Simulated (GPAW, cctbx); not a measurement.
# What do these deviations say about the bonding?

CsYTe2, I4_1md (no. 109), a = 6.8772 Å, b = 6.8772 Å, c = 13.8713 Å, α = 90.00°, β = 90.00°, γ = 90.00°.

```
atom  mult.    x    y       z
 Cs1      4  1/2    0  0.2606
 Te1      4    0  1/2  0.0452
 Te2      4    0  1/2  0.4762
  Y1      4    0  1/2  0.2606
```

The start was made by putting kin elements into a known structure type; the compound need not exist, or be stable, in this form.

Absolute values of the static structure factors of the conventional cell from DFT (PBE, GPAW) against free spherical atoms, in electrons:

```
hkl  d (Å)  free atoms  crystal
101  6.162       16.41    16.29
112  3.982        5.39     6.85
103  3.837      200.12   201.38
004  3.468      557.74   557.65
200  3.439      684.50   685.74
202  3.081        0.00     0.26
211  3.003       13.59    13.77
105  2.573      172.13   171.44
213  2.561      181.63   181.70
204  2.442      509.98   509.24
```

**Question.** Which way does charge move, and which reflections show it best?

Project each element's phase sum on the total phase. At low angle |F| should rise if density moves to atoms that scatter in phase and fall if it moves to atoms that scatter against it.

| hkl | Cs in phase | Te in phase | Y in phase | change (e) | (%) |
| --- | --- | --- | --- | --- | --- |
| 101 | -2.8 | +1.2 | +2.8 | -0.12 | -0.8 |
| 112 | -4.0 | +7.2 | -4.0 | +1.46 | +27.1 |
| 103 | +2.8 | +3.4 | -2.8 | +1.26 | +0.6 |
| 004 | +4.0 | +5.2 | +4.0 | -0.08 | 0.0 |
| 200 | +4.0 | +8.0 | +4.0 | +1.24 | +0.2 |
| 202 | 0.0 | 0.0 | 0.0 | +0.26 | - |
| 211 | -2.8 | +1.2 | +2.8 | +0.19 | +1.4 |
| 105 | -2.8 | +5.0 | +2.8 | -0.69 | -0.4 |

Low-angle reflections that set elements apart and change by more than 0.05 e: 101, 112, 103, 211 and 105. The real-space density gives Voronoi charges Cs +0.18, Te -0.32, Y +0.47 e. The signs that these charges predict hold for 101, 112 and 103 and fail for 211 and 105, so the simple rule can't give the direction here. The reflections see the density near the nuclei and the atoms' change of size and shape; Voronoi cells count what crosses the midplanes.

[Outputs are excerpts: Python notices, other lines and further rows are left out; steps that failed or that the build refused (PBEsol, TPSS) are not shown.]

[Logs are printed without paths, hosts, clocks, repeated set-up lines and the standing remarks that a program may print on its own settings, such as how far it seeks lower states.]
